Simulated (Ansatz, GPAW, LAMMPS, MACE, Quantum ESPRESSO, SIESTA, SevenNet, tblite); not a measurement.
# GPAW on rapidly quenched Si24Mg76 (at. %) (110 atoms): settings against a plane-wave reference, part 2 of 2

Wanted: GPAW inputs and outputs for rapidly quenched Si24Mg76 (at. %) (110 atoms), checked against a plane-wave reference.

Program: GPAW 26.7.0; the method stands at each step. Banners, paths, timers and routine set-up lines are dropped from the logs unmarked, and long logs keep their key lines alone; longer cuts are marked.

So far. Step 3 (PBE, LCAO szp(dzp), h 0.2 Å): Against the first run (11 %), the force difference from the reference is 17 %, at 0.52 times the CPU time (on 1 against 2 cores), with 1158 basis functions against 1934: the smaller basis costs accuracy. Step 4 (PBE, LCAO dzp, h 0.22 Å): Against the first run (11 %), the force difference from the reference is 11 %, at 0.70 times the CPU time (on 1 against 2 cores): the change moves forces by 2.9 meV/Å r.m.s., so most of the difference comes from elsewhere.

**5. revPBE, LCAO dzp, h 0.2 Å**

Method: Kohn-Sham DFT, revPBE, PAW, atomic orbitals (dzp).

Contents of run.py:

```python
import numpy as np
from ase.io import read
from gpaw import GPAW, FermiDirac
from ase.parallel import parprint as print

atoms = read("structure.xyz")
atoms.calc = GPAW(
    mode="lcao",
    basis="dzp",
    h=0.2,
    xc="revPBE",
    kpts={"size": (1, 1, 1), "gamma": True},
    occupations=FermiDirac(0.05),
    maxiter=200,
    symmetry={"point_group": False},
    txt="gpaw.txt",
)
energy = atoms.get_potential_energy(force_consistent=True)
forces = atoms.get_forces()
print(f"energy {energy:.6f} eV")
print("forces (eV/A)")
for i, (a, f) in enumerate(zip(atoms, forces)):
    print(f"{i:4d} {a.symbol:2s} {f[0]:10.5f} {f[1]:10.5f} {f[2]:10.5f}")
print(f"Fermi level {atoms.calc.get_fermi_level():.4f} eV")
for k in range(len(atoms.calc.get_ibz_k_points())):
    for s in range(atoms.calc.get_number_of_spins()):
        e = atoms.calc.get_eigenvalues(kpt=k, spin=s)
        n = np.searchsorted(e, atoms.calc.get_fermi_level())
        print(f"k {k} spin {s} levels about the Fermi level:", np.round(e[max(n - 6, 0):n], 4).tolist(), "|", np.round(e[n:n + 6], 4).tolist())
```

Contents of structure.xyz:

```xyz
110
Lattice="13.53281 0.00000 0.00000 0.00000 13.53281 0.00000 0.00000 0.00000 13.53281" Properties=species:S:1:pos:R:3 pbc="T T T"
[... 110 atom lines left out: the same atoms as in the first run ...]
```

Run with:

```
OMP_NUM_THREADS=1 mpirun -np 2 gpaw python run.py > output.txt
```

Output:

```text
energy -217.904236 eV
forces (eV/A)
   0 Si   -0.64564    0.10187    0.02548
   1 Si    0.59749    0.29317    0.33996
   2 Si   -0.29436    0.10933    0.23884
   3 Si    0.42041    1.35697    0.54649
   4 Si    0.06324   -0.11658    0.36319
   5 Si   -0.01211   -0.03448    0.47169
   6 Si    0.14279   -0.54952   -0.18454
   7 Si    0.02676   -0.21098   -0.10587
   8 Si    0.03656   -0.31752   -0.52052
   9 Si    0.27381   -0.31663   -0.97686
  10 Si   -0.32959   -0.47747   -0.29566
  11 Si   -0.52055   -0.46844   -0.07771
[...]
105 Mg   -0.16052   -0.36151   -0.17682
 106 Mg    0.36104    0.04986   -0.25937
 107 Mg    0.35941   -0.41518    0.27103
 108 Mg   -0.08584   -0.29465    0.56328
 109 Mg   -0.31759   -0.30303    0.04871
Fermi level 4.0786 eV
k 0 spin 0 levels about the Fermi level: [3.8556, 3.8924, 3.9495, 4.006, 4.0171, 4.0643] | [4.0892, 4.1166, 4.186, 4.2371, 4.268, 4.2933]
```

gpaw.txt:

```text
Input parameters:
  mode=LCAO(),
  basis={'default': 'dzp'},
  h=0.2,
  kpts=MonkhorstPack(size=(1, 1, 1), gamma=True),
  maxiter=200,
  occupations=Occupations(name='fermi-dirac', width=0.05, fixmagmom=False),
  symmetry=Symmetry(point_group=False),
  xc=XC(name='revPBE')
[... lines left out ...]
  Fermi-Dirac:
[... lines left out ...]
convergence criteria:
- Maximum [total energy] change in last 3 cyles: 0.0005 eV / valence electron
[... lines left out ...]
Converged in 17 steps
[... lines left out ...]
  Free energy:    -217.904236
[... lines left out ...]
dipole moment: (46.459409, -34.241739, -68.857343)  # |e|*Ang
Fermi level: 4.079
Eigenvalues  # (at kpt = [0.000, 0.000, 0.000])
| band index |      eig [eV] | occ [0-2] |
|------------|---------------|-----------|
|          0 |       -72.619 |     2.000 |
|        ... |               |           |
|        464 |         3.785 |     1.994 |
|        465 |         3.809 |     1.991 |
[...]
|        479 |         4.381 |     0.005 |
|        ... |               |           |
|        570 |         7.770 |     0.000 |
Gap: 0.025 eV
Transition (v -> c):
  (s=0, k=0, n=471, [0.00, 0.00, 0.00]) -> (s=0, k=0, n=472, [0.00, 0.00, 0.00])
No difference between direct/indirect transitions
Force computation time: 78.770  # s
```

It took 10 min on 2 MPI ranks of Arm Neoverse V2, shared host; peak memory 3.7 GiB; 20 min of CPU time.

Numbers from this run, and their distance from the reference:

- r.m.s. force component: 0.3661 eV/Å
- r.m.s. difference of force components: 53.57 meV/Å
- longest difference of force vectors: 187.8 meV/Å
- force difference over r.m.s. force: 16.11 %
- slope of forces against the reference's: 1.093
- correlation of force components: 0.9928

Against the first run (11 %), the force difference from the reference is 16 %, at 1.0 times the CPU time; the model has changed, so this is no error of the program alone.

**6. Side by side**

Differences are against the plane-wave reference, forces as r.m.s. over components; share is that over the reference's r.m.s. force, slope the least-squares factor from reference forces to these. Total energies of different programs have different zeros and aren't compared.

| run | Δ force, r.m.s. (meV/Å) | share (%) | slope | cores | CPU time | memory (GiB) |
| --- | --- | --- | --- | --- | --- | --- |
| reference | - | - | - | 1 | 16 min | 5.5 |
| GPAW PBE, LCAO dzp, h 0.2 Å | 37.6 | 11.3 | 1.050 | 2 | 19 min | 3.7 |
| GPAW PBE, LCAO szp(dzp), h 0.2 Å (coarse) | 56.0 | 16.8 | 1.051 | 1 | 10 min | 2.7 |
| GPAW PBE, LCAO dzp, h 0.22 Å (coarse) | 37.5 | 11.3 | 1.050 | 1 | 14 min | 2.1 |
| GPAW revPBE, LCAO dzp, h 0.2 Å | 53.6 | 16.1 | 1.093 | 2 | 20 min | 3.7 |

Rows marked coarse were listed beforehand as settings not expected to be converged; some can still land near the reference.

CPU time is summed over cores on a shared host, where runs went side by side, so it is rough. Symmetry, cutoffs, thresholds, outputs and thread counts weren't matched or tuned between programs; memory under MPI is the largest rank's times the ranks.

Within one program, basis, potentials and functional, energies share a zero. Each run against its twin at the usual cutoff or grid and solver:

```
                         run               twin  Δ energy (meV/atom)  Δ force, r.m.s. (meV/Å)         CPU time over the twin's
GPAW PBE, LCAO dzp, h 0.22 Å  LCAO dzp, h 0.2 Å                 3.49                     2.95  0.70 (this twin ran on 2 cores)
```

**7. What came out**

```yaml
nearest_in_forces: a tie at 11 % of 2 runs: GPAW PBE, LCAO dzp, h 0.2 Å; GPAW PBE, LCAO dzp, h 0.22 Å (coarse)
```

What this shows: The PBE run in local orbitals, coarse settings apart, differs by 11 % (GPAW PBE, LCAO dzp, h 0.2 Å); basis, grid and potentials can all enter. Rows with another functional or a dispersion term differ by 16 % (GPAW revPBE, LCAO dzp, h 0.2 Å), which mixes the change of model with differences of basis and potentials. Runs with settings chosen to be coarse differ by 11 % (GPAW PBE, LCAO dzp, h 0.22 Å) to 17 % (GPAW PBE, LCAO szp(dzp), h 0.2 Å), their programs' other errors included. None of the electronic-structure runs in the table takes under half the reference's CPU time of 16 min; they take 0.61 to 1.2 times as much. The potentials hold different valence shells: 272 electrons in the reference, 944 in GPAW; this bears on time and differences. The quench rate of 5 K/ps is many orders above laboratory rates, so the cell is likely richer in defects and strain than a real sample. The network of bonds at the start is that of the classical potential that made the cell, and needn't be the one that DFT or experiment would give. The electronic-structure runs sample only Γ, in a cell whose shortest periodic width is 14 Å, which is coarse for a cell with partly filled levels.

[Also dropped from logs without a mark: logging warnings of Python, and SIESTA's first energy breakdown and zero terms.]

[Logs are printed without paths, hosts, clocks, repeated set-up lines and the standing remarks that a program may print on its own settings, such as how far it seeks lower states.]

[Hosts, paths, dates, database ids (printed as entryN), source tags and the programs' standing remarks are cut or masked in the printed files.]
